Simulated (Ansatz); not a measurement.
# Y on Mo(100): change of the work function, part 3 of 4

How does Y on the hollow site change the work function of Mo(100) as the layer fills?

Ansatz 0.2.0; plane-wave DFT, PBE, Ansatz PAW.

So far, work function, upper face (eV): step 2 (the clean slab) 3.83; step 3 (37 atoms, coverage 0.111 ML, cell 3x3) 3.26.

### Step 4. The covered slab, k-mesh 6×6×1, coverage 0.25 ML

System of this step: YMo16 (Y/Mo(100)). The cell holds 17 atoms: 16 Mo and 1 Y. Its edges and angles: a = 6.300 Å, b = 6.300 Å, c = 25.354 Å, α = 90.0°, β = 90.0°, γ = 90.0°. Vacuum lies along c.

Another coverage, to see how the dipoles act on each other as their distance changes.

The input, input.yaml:

```yaml
crystal:
  lattice:
    - [6.3, 0.0, 0.0]
    - [0.0, 6.3, 0.0]
    - [0.0, 0.0, 25.3543791286]
  atoms:
    - { symbol: Mo, position: [0.25, 0.25, 0.3549682662] }
    - { symbol: Mo, position: [0.0, 0.0, 0.4170877128] }
    - { symbol: Mo, position: [0.25, 0.25, 0.4818485912] }
    - { symbol: Mo, position: [0.0, 0.0, 0.536350594] }
    - { symbol: Mo, position: [0.25, 0.75, 0.3549682662] }
    - { symbol: Mo, position: [0.0, 0.5, 0.4170877128] }
    - { symbol: Mo, position: [0.25, 0.75, 0.4818485912] }
    - { symbol: Mo, position: [0.0, 0.5, 0.536350594] }
    - { symbol: Mo, position: [0.75, 0.25, 0.3549682662] }
    - { symbol: Mo, position: [0.5, 0.0, 0.4170877128] }
    - { symbol: Mo, position: [0.75, 0.25, 0.4818485912] }
    - { symbol: Mo, position: [0.5, 0.0, 0.536350594] }
    - { symbol: Mo, position: [0.75, 0.75, 0.3549682662] }
    - { symbol: Mo, position: [0.5, 0.5, 0.4170877128] }
    - { symbol: Mo, position: [0.75, 0.75, 0.4818485912] }
    - { symbol: Mo, position: [0.5, 0.5, 0.536350594] }
    - { symbol: "Y", position: [0.25, 0.25, 0.6450317338] }
kpoints:
  mp_grid: { grid: [6, 6, 1] }
hamiltonian:
  xc: pbe
scf:
  occupations: { method: fermi_dirac, width: 0.1 }
  convergence: { dr2_threshold: 1.0e-08 }
efield:
  axis: 3
  dipole_correction: true
  ramp_position: 0.97
  ramp_width: 0.06
relax:
  f_tol: 0.02
  max_steps: 60
  constraints: [{ sites: [0, 1, 4, 5, 8, 9, 12, 13] }]
output:
  dos: { projected: true, e_range: [-8, 4] }
  write_potential: true
  write_density: true
  volumetric_format: npy
  elf: true
```

Command:

```console
ansatz run input.yaml --threads 4 --pin off --max-ram 16384MiB --backend cpu --events-out ev --progress --plain --runs-dir out
```

Numbers of over 12 decimals in the logs are rounded to 6 here.

What it wrote:

```text
[...]
Crystal: 17 atoms, lattice volume = 1006.315 Å³
Basis set: ecut = 420 eV, 19705 PW (Γ), exchange–correlation on 90×90×360 points (8 copies of the dense FFT grid, shifted against one another)
Bands: 141, of which v1, the nominal top of the filled ones, is band 118 counted from 1 (117 counted from 0)
Symmetry: 8 space group operations
[...]
k-points: 10 of 36
[...]
SCF iter   1: F=—  HF=-83128.416988 eV  |F-HF|=—  |Δ(HF+E_count)|=         —  Δρ=1.08e-2  dr2=2.96e1  ethr=1.77e-3  p=0.533 e·Å  D=9.58e-2 V/Å  ΔV_dip=-2.43 eV  dr2_dipole=1.51e1  V_vac-E_F(+/−)=1.88/4.31 eV  ⟨swp⟩=9.8  Hψ=6675  notcnv=0
[...]
SCF iter  11: F=-83127.837594 eV  HF=-83127.837594 eV  |F-HF|=2.97e-9  |Δ(HF+E_count)|=   4.54e-8  Δρ=5.64e-7  dr2=9.83e-9  ethr=4.26e-12  p=0.254 e·Å  D=4.57e-2 V/Å  ΔV_dip=-1.16 eV  dr2_dipole=3.85e-10  V_vac-E_F(+/−)=2.71/3.87 eV  ⟨swp⟩=13.8  Hψ=10423  notcnv=0
SCF 1 converged in 11 iterations: F = -83127.837594 eV  dr2 = 9.83e-9
[...]
relax step   1: F+E_penalty+E_count = -83127.83759360 eV  Δ(F+E_penalty+E_count) = +0.000e0 eV  max|allowed force component| = 2.542e0 eV/Å  Δτ_max = 0.0000 Å  (11 SCF iters, accepted)
[...]
SCF iter  10: F=-83128.438549 eV  HF=-83128.438549 eV  |F-HF|=1.46e-11  |Δ(HF+E_count)|=   9.98e-9  Δρ=5.29e-7  dr2=6.05e-9  ethr=1.24e-12  p=0.274 e·Å  D=4.93e-2 V/Å  ΔV_dip=-1.25 eV  dr2_dipole=6.63e-10  V_vac-E_F(+/−)=2.62/3.87 eV  ⟨swp⟩=11.5  Hψ=9826  notcnv=0
SCF 2 converged in 10 iterations: F = -83128.438549 eV  dr2 = 6.05e-9
relax step   2: F+E_penalty+E_count = -83128.43854881 eV  Δ(F+E_penalty+E_count) = -6.010e-1 eV  max|allowed force component| = 2.485e0 eV/Å  Δτ_max = 0.1986 Å  (10 SCF iters, accepted)
[...]
SCF iter  10: F=-83128.917595 eV  HF=-83128.917595 eV  |F-HF|=9.02e-10  |Δ(HF+E_count)|=   7.87e-9  Δρ=4.30e-7  dr2=4.33e-9  ethr=1.85e-12  p=0.279 e·Å  D=5.02e-2 V/Å  ΔV_dip=-1.27 eV  dr2_dipole=4.47e-10  V_vac-E_F(+/−)=2.60/3.87 eV  ⟨swp⟩=9.7  Hψ=8837  notcnv=0
SCF 3 converged in 10 iterations: F = -83128.917595 eV  dr2 = 4.33e-9
[...]
relax step   3: F+E_penalty+E_count = -83128.91759516 eV  Δ(F+E_penalty+E_count) = -4.790e-1 eV  max|allowed force component| = 2.139e0 eV/Å  Δτ_max = 0.1960 Å  (10 SCF iters, accepted)
[...]
relax step   4: F+E_penalty+E_count = -83129.28233654 eV  Δ(F+E_penalty+E_count) = -3.647e-1 eV  max|allowed force component| = 1.464e0 eV/Å  Δτ_max = 0.1951 Å  (10 SCF iters, accepted)
[...]
relax step   5: F+E_penalty+E_count = -83129.47879314 eV  Δ(F+E_penalty+E_count) = -1.965e-1 eV  max|allowed force component| = 6.544e-1 eV/Å  Δτ_max = 0.2000 Å  (10 SCF iters, accepted)
[...]
relax step   6: F+E_penalty+E_count = -83129.51454438 eV  Δ(F+E_penalty+E_count) = -3.575e-2 eV  max|allowed force component| = 3.380e-1 eV/Å  Δτ_max = 0.1110 Å  (10 SCF iters, accepted)
[...]
relax step   7: F+E_penalty+E_count = -83129.51975305 eV  Δ(F+E_penalty+E_count) = -5.209e-3 eV  max|allowed force component| = 9.034e-2 eV/Å  Δτ_max = 0.0255 Å  (8 SCF iters, accepted)
SCF iter   1: F=—  HF=-83129.521089 eV  |F-HF|=—  |Δ(HF+E_count)|=         —  Δρ=3.50e-4  dr2=3.63e-3  ethr=6.69e-6  p=0.244 e·Å  D=4.39e-2 V/Å  ΔV_dip=-1.11 eV  dr2_dipole=5.39e-6  V_vac-E_F(+/−)=2.76/3.88 eV  ⟨swp⟩=2.0  Hψ=2284  notcnv=0
[...]
SCF iter   7: F=-83129.520364 eV  HF=-83129.520364 eV  |F-HF|=5.86e-9  |Δ(HF+E_count)|=   4.52e-8  Δρ=4.03e-7  dr2=3.58e-9  ethr=4.26e-12  p=0.243 e·Å  D=4.37e-2 V/Å  ΔV_dip=-1.11 eV  dr2_dipole=8.68e-10  V_vac-E_F(+/−)=2.77/3.88 eV  ⟨swp⟩=10.8  Hψ=9820  notcnv=0
SCF 8 converged in 7 iterations: F = -83129.520364 eV  dr2 = 3.58e-9
relax step   8: F+E_penalty+E_count = -83129.52036444 eV  Δ(F+E_penalty+E_count) = -6.114e-4 eV  max|allowed force component| = 1.397e-2 eV/Å  Δτ_max = 0.0053 Å  (7 SCF iters, accepted)
[...]
SCF converged after 7 iterations
Free energy (F): -83129.520364 eV
[...]
Internal energy: -83128.864748 eV  (E = F + TS)
E sigma→0 (E₀):  -83129.192556 eV
Entropy (-TS):   -0.655616 eV (-38.566 meV/atom)
Fermi energy:    3.152686 eV
Dipole field:    D = 0.043756 V/Å  (p = 0.243336 e·Å, saw-weighted, corrected)
Work function:   Φ+ = 2.7681 eV   Φ− = 3.8775 eV
[...]
--- Forces (eV/Å), atoms counted from 1 ---
  atom   1  Mo     0.00000000     0.00000000     1.67244664
  atom   2  Mo     0.04593330     0.04593330    -1.64533141
  atom   3  Mo    -0.00000000     0.00000000     0.00966049
  atom   4  Mo    -0.00700993    -0.00700993    -0.00583550
  atom   5  Mo     0.00000000     0.00000000     1.66241821
  atom   6  Mo     0.04593330    -0.04593330    -1.64533141
  atom   7  Mo     0.00000000     0.00000000     0.01397172
  atom   8  Mo    -0.00700993     0.00700993    -0.00583550
  atom   9  Mo    -0.00000000     0.00000000     1.66241821
  atom  10  Mo    -0.04593330     0.04593330    -1.64533141
  atom  11  Mo     0.00000000     0.00000000     0.01397172
  atom  12  Mo     0.00700993    -0.00700993    -0.00583550
  atom  13  Mo     0.00000000     0.00000000     1.57935144
  atom  14  Mo    -0.04593330    -0.04593330    -1.64533141
  atom  15  Mo     0.00000000     0.00000000    -0.00523919
  atom  16  Mo     0.00700993     0.00700993    -0.00583550
  atom  17  Y     -0.00000000     0.00000000    -0.00437916
  max |Σ_I F_I| component: 4.75e-5 eV/Å
--- Band table (eV; the first three rows and the last of 10) ---
  k-point 0: bands = [... 114 lower, 2.8647, 3.1110, 3.5624, 3.5984, 3.5984, 3.7756, 3.7785, 3.9730, ... 19 higher]
  k-point 1: bands = [... 114 lower, 3.0380, 3.2146, 3.2867, 3.4324, 3.4362, 3.5599, 3.7198, 3.8838, ... 19 higher]
  k-point 2: bands = [... 114 lower, 2.9586, 3.0928, 3.1111, 3.2448, 3.2684, 3.5343, 3.5431, 3.5863, ... 19 higher]
  k-point 9: bands = [... 114 lower, 2.6828, 2.8724, 2.9770, 2.9845, 2.9845, 2.9967, 3.0033, 3.2319, ... 19 higher]
--- Relaxed structure (8 steps of the walk, 8 accepted, 0 SCFs on fresh bases) ---
  F+E_penalty+E_count = -83129.52036444 eV   max|allowed force component| = 1.397e-2 eV/Å
  atoms:
    - { symbol: Mo, position: [0.250000, 0.250000, 0.354968] }
    - { symbol: Mo, position: [0.0, 0.0, 0.417088] }
    - { symbol: Mo, position: [0.250000, 0.250000, 0.481767] }
    - { symbol: Mo, position: [-0.00445432, -0.00445432, 0.537330] }
    - { symbol: Mo, position: [0.250000, 0.750000, 0.354968] }
    - { symbol: Mo, position: [0.0, 0.500000, 0.417088] }
    - { symbol: Mo, position: [0.250000, 0.750000, 0.481273] }
    - { symbol: Mo, position: [-0.00445432, 0.504454, 0.537330] }
    - { symbol: Mo, position: [0.750000, 0.250000, 0.354968] }
    - { symbol: Mo, position: [0.500000, 0.0, 0.417088] }
    - { symbol: Mo, position: [0.750000, 0.250000, 0.481273] }
    - { symbol: Mo, position: [0.504454, -0.00445432, 0.537330] }
    - { symbol: Mo, position: [0.750000, 0.750000, 0.354968] }
    - { symbol: Mo, position: [0.500000, 0.500000, 0.417088] }
    - { symbol: Mo, position: [0.750000, 0.750000, 0.481103] }
    - { symbol: Mo, position: [0.504454, 0.504454, 0.537330] }
    - { symbol: Y, position: [0.250000, 0.250000, 0.609877] }
```

Run time: 5.1 min. Hardware: 4 threads of Arm Neoverse V2, shared host; peak memory 3.5 GiB; 20 min of CPU time.

Relaxation path:

```csv
step,energy less that of the first step (eV),largest force component (eV/Å)
1,0.0000,2.5421
2,-0.6010,2.4849
3,-1.0800,2.1393
4,-1.4447,1.4637
5,-1.6412,0.6544
6,-1.6770,0.3380
7,-1.6822,0.0903
8,-1.6828,0.0140
```

The run keeps the 8 symmetry operations that it works with, so distortions that break them were not tested.

The atoms that moved most (Å):

```
atom      dx      dy      dz  length
 Y17   0.000   0.000  -0.891   0.891
Mo16   0.028   0.028   0.025   0.047
Mo12   0.028  -0.028   0.025   0.047
 Mo8  -0.028   0.028   0.025   0.047
 Mo4  -0.028  -0.028   0.025   0.047
Mo15   0.000   0.000  -0.019   0.019
 Mo7   0.000   0.000  -0.015   0.015
Mo11   0.000   0.000  -0.015   0.015
```

Final coordinates:

```xyz
17
Lattice="6.3000 0.0000 0.0000 0.0000 6.3000 0.0000 0.0000 0.0000 25.3544" Properties=species:S:1:pos:R:3
Mo    1.5750    1.5750    9.0000
Mo    0.0000    0.0000   10.5750
Mo    1.5750    1.5750   12.2149
Mo   -0.0281   -0.0281   13.6237
Mo    1.5750    4.7250    9.0000
Mo    0.0000    3.1500   10.5750
Mo    1.5750    4.7250   12.2024
Mo   -0.0281    3.1781   13.6237
Mo    4.7250    1.5750    9.0000
Mo    3.1500    0.0000   10.5750
Mo    4.7250    1.5750   12.2024
Mo    3.1781   -0.0281   13.6237
Mo    4.7250    4.7250    9.0000
Mo    3.1500    3.1500   10.5750
Mo    4.7250    4.7250   12.1981
Mo    3.1781    3.1781   13.6237
Y     1.5750    1.5750   15.4630
```

Numbers from this step:

```
energy at zero smearing        : -83129.1926 eV
work function, upper face      : 2.768 eV
work function, lower face      : 3.878 eV
dipole along the normal        : 0.2433 e·Å
step between the vacuum levels : -1.109 eV
```

The density of states has structure finer than the step of the table below, so its rows give means over 0.25 eV, whole bins alone (the curve runs from -8 to 1.68 eV). Peaks (eV: height): -3.070: 45.3, -3.010: 42.5, -2.440: 40.0, -2.350: 41.4, -0.450: 36.1, 1.230: 36.5, 1.470: 51.0.

Density of states against energy, zero at the Fermi level; means over each step:

energy (eV), density of states (states/eV a cell) and a bar:
```
    -6.25        0.0 
    -6.00        1.0 #
    -5.75        1.3 #
    -5.50        1.5 ##
    -5.25        1.7 ##
    -5.00        2.0 ##
    -4.75        4.4 #####
    -4.50        9.1 #########
    -4.25       14.7 ###############
    -4.00       19.5 ####################
    -3.75       15.6 ################
    -3.50       14.7 ###############
    -3.25       28.5 #############################
    -3.00       29.1 ##############################
    -2.75       19.3 ####################
    -2.50       24.1 #########################
    -2.25       20.9 ######################
    -2.00       18.8 ###################
    -1.75       23.8 #########################
    -1.50       15.6 ################
    -1.25       20.1 #####################
    -1.00       16.8 #################
    -0.75       25.3 ##########################
    -0.50       29.0 ##############################
    -0.25       28.9 ##############################
     0.00       19.8 ####################
     0.25       11.8 ############
     0.50       19.0 ####################
     0.75       20.0 #####################
     1.00       18.0 ###################
     1.25       23.4 ########################
     1.50       28.2 #############################
```

Projected DOS per atom over height of the atomic layer and energy from the Fermi level. Layers: Mo4 Mo4 Mo4 Mo4 Y from below.

Values in states/eV, 22 rows by 5 columns, each cell a mean:
```
2.35 1.51 1.22 1.14 1.68
1.29 1.12 1.01 0.89 0.87
1.46 0.83 0.69 1.13 2.17
1.31 0.60 0.43 0.97 1.12
3.02 0.96 0.74 1.93 1.13
2.00 0.78 0.69 2.21 1.75
1.33 0.76 0.83 1.43 1.12
1.20 0.97 0.84 1.25 0.75
1.31 1.15 1.08 1.22 0.33
1.29 1.69 1.82 1.51 0.22
1.16 2.04 1.91 0.99 0.18
1.03 1.56 1.50 1.17 0.34
0.53 1.28 1.51 0.93 0.25
0.37 1.25 1.42 0.53 0.08
0.12 0.42 0.55 0.24 0.02
0.05 0.15 0.17 0.07 0.01
0.04 0.13 0.13 0.06 0.01
0.02 0.07 0.07 0.03 0.01
0.00 0.00 0.00 0.00 0.00
0.00 0.00 0.00 0.00 0.00
0.00 0.00 0.00 0.00 0.00
0.00 0.00 0.00 0.00 0.00
```
Columns: height of the atomic layer (Å) from 9 to 15.5 (not evenly spaced); rows upwards: energy from the Fermi level (eV) from -7.96 to 1.65.

Valence density in the ca plane at fractional y = 0.250, with atoms of Mo and Y within 0.2 Å of it. It is the smooth field of the valence electrons, not physical close to the nuclei.

Values in e/Å³, 9 rows by 16 columns, each cell a mean:
```
0.0 0.1 0.5 0.4 0.2 0.4 0.4 0.2 0.1 0.0 0.0 0.0 0.0 0.0 0.0 0.0
0.0 0.3 4.1 1.6 0.3 3.3 2.6 0.2 0.1 0.0 0.0 0.0 0.0 0.0 0.0 0.0
0.0 0.3 4.9 2.0 0.3 3.9 3.1 0.2 0.1 0.0 0.0 0.0 0.0 0.0 0.0 0.0
0.0 0.1 0.9 0.5 0.3 0.7 0.6 0.2 0.1 0.0 0.0 0.0 0.0 0.0 0.0 0.0
0.0 0.1 0.2 0.3 0.2 0.3 0.3 0.2 0.2 0.1 0.0 0.0 0.0 0.0 0.0 0.0
0.0 0.2 1.8 0.8 0.3 1.4 1.2 0.2 0.7 1.2 0.1 0.0 0.0 0.0 0.0 0.0
0.0 0.4 5.5 2.3 0.3 4.4 3.6 0.2 1.9 3.1 0.3 0.0 0.0 0.0 0.0 0.0
0.0 0.2 2.8 1.1 0.3 2.1 1.8 0.2 1.0 1.8 0.1 0.0 0.0 0.0 0.0 0.0
0.0 0.1 0.3 0.3 0.2 0.3 0.3 0.2 0.2 0.2 0.0 0.0 0.0 0.0 0.0 0.0
```
Columns run along c (16.0 Å, from fractional 0.26 to 0.89 of the cell), rows up along a (6.3 Å). Atoms in or near the plane, at fractional coordinates: Mo at (0.35, 0.25), Mo at (0.48, 0.25), Mo at (0.35, 0.75), Mo at (0.48, 0.75), Y at (0.61, 0.25).

Electrostatic potential energy in the ca plane at fractional y = 0.250, with atoms of Mo and Y within 0.2 Å of it. With pseudopotentials it is smooth inside the atoms' cores, unlike the true potential.

Ten even steps from '0' (-68 eV) to '9' (7 eV), each cell a mean:
```
99999999999999999999999999999999999999999999
99999876789999876789999999999999999999999999
99998621368998521379999999999999999999999999
99998400048997300058999999999999999999999999
99998400048997300058999999999999999999999999
99998621369998521379999999999999999999999999
99999876789999876789999999999999999999999999
99999999999999999999999999999999999999999999
99999999999999999999999999999999999999999999
99999988899999988899999888889999999999999999
99999754579998743589998744578999999999999999
99998410158998400168997421268999999999999999
99997300048997300048997311258999999999999999
99998510158998400168997421268999999999999999
99999754579999754589998754578999999999999999
99999988899999988899999888889999999999999999
99999999999999999999999999999999999999999999
```
Columns run along c (16.0 Å, from fractional 0.26 to 0.89 of the cell; values clipped at the 3rd and 97th percentile), rows up along a (6.3 Å). Atoms in or near the plane, at fractional coordinates: Mo at (0.35, 0.25), Mo at (0.48, 0.25), Mo at (0.35, 0.75), Mo at (0.48, 0.75), Y at (0.61, 0.25).

ELF in the ca plane at fractional y = 0.250, with atoms of Mo and Y within 0.2 Å of it. It is the smooth field of the valence electrons, not physical close to the nuclei.

Values, 9 rows by 16 columns, each cell a mean:
```
0.09 0.18 0.26 0.34 0.40 0.27 0.30 0.39 0.43 0.31 0.18 0.09 0.02 0.00 0.00 0.00
0.04 0.17 0.63 0.42 0.31 0.55 0.49 0.31 0.29 0.20 0.08 0.02 0.00 0.00 0.00 0.00
0.04 0.18 0.62 0.44 0.29 0.56 0.51 0.29 0.27 0.17 0.07 0.02 0.00 0.00 0.00 0.00
0.08 0.16 0.33 0.33 0.40 0.29 0.31 0.38 0.40 0.32 0.17 0.07 0.01 0.00 0.00 0.00
0.12 0.24 0.27 0.38 0.39 0.32 0.36 0.41 0.37 0.17 0.13 0.14 0.05 0.01 0.00 0.00
0.07 0.16 0.47 0.36 0.38 0.39 0.36 0.40 0.41 0.65 0.15 0.13 0.10 0.02 0.00 0.00
0.04 0.19 0.59 0.45 0.26 0.55 0.52 0.24 0.62 0.70 0.29 0.10 0.11 0.03 0.00 0.00
0.05 0.16 0.57 0.39 0.35 0.47 0.43 0.36 0.48 0.74 0.19 0.12 0.10 0.02 0.00 0.00
0.11 0.22 0.26 0.37 0.39 0.30 0.34 0.43 0.33 0.20 0.11 0.14 0.07 0.01 0.00 0.00
```
Columns run along c (16.0 Å, from fractional 0.26 to 0.89 of the cell), rows up along a (6.3 Å). Atoms in or near the plane, at fractional coordinates: Mo at (0.35, 0.25), Mo at (0.48, 0.25), Mo at (0.35, 0.75), Mo at (0.48, 0.75), Y at (0.61, 0.25).

The relaxation took 8 steps and lowered the energy by 1.7 eV; the largest force on the free atoms ends at 0.014 eV/Å.

By hand: a sheet of dipoles makes a step −p/(ε₀A) in the electron's potential. With e/ε₀ = 180.95 V·Å, p = 0.2433 e·Å and A = 39.69 Å², that is −180.95 × (0.2433) / 39.69 = -1.109 eV, and the two vacuum levels of the run differ by -1.109 eV.

The covered face has 2.77 eV, -1.06 eV against the clean one; the bare back face has moved by +0.02 eV, a measure of how thin the slab is.

[end of part 3 of 4]

[Logs are printed without paths, hosts, clocks, repeated set-up lines and the standing remarks that a program may print on its own settings, such as how far it seeks lower states.]

[Hosts, paths, dates, database ids (printed as entryN), source tags and the programs' standing remarks are cut or masked in the printed files.]

[Maps of the electrostatic potential energy from Ansatz leave out the sawtooth potential of an applied field or a dipole correction, so their vacuum need not be flat; planar profiles and work functions include it.]

[The density of states shown here was stored with 400 of the rows of the run's finer table, so its peaks can read low, often by over a quarter, or be missed, and its means over a window can be off by a tenth or more.]
